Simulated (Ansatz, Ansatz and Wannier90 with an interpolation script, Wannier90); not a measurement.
Rows from a G0W0 calculation on SrTiO3 (Tausonite) (Ansatz 0.2.0; G0W0 on LDA, plane waves, PAW; 4×4×4 mesh, 248 empty bands, screening to 150 eV), in eV. Spin-orbit coupling is left out.

| row | Σx | Σc | Vxc | Z |
| --- | --- | --- | --- | --- |
| A | -26.33 | 4.40 | -21.65 | 0.72 |
| B | -23.79 | 4.97 | -18.60 | 0.61 |
| C | -24.85 | 4.68 | -19.82 | 0.70 |
| D | -25.98 | 4.57 | -21.12 | 0.72 |
| E | -12.59 | -6.62 | -20.62 | 0.74 |
| F | -14.49 | -8.21 | -24.08 | 0.67 |

**Question.** Which rows are filled states and which are empty ones, and how can one tell?

Filled: A, B, C and D. Empty: E and F. The sign of Σc tells: for a filled state bare exchange, which holds its interaction with itself, lies below Vxc (Σx − Vxc is -4.7 eV or lower here) and screening gives part back as a positive Σc. For an empty state Σx lies above Vxc (+8.0 eV or more) and the Coulomb hole leaves Σc negative.

[Runs of the session that timed out or met a known fault of the program may be left out.]

[Hosts, paths, dates, database ids (printed as entryN), source tags and the programs' standing remarks are cut or masked in the printed files.]
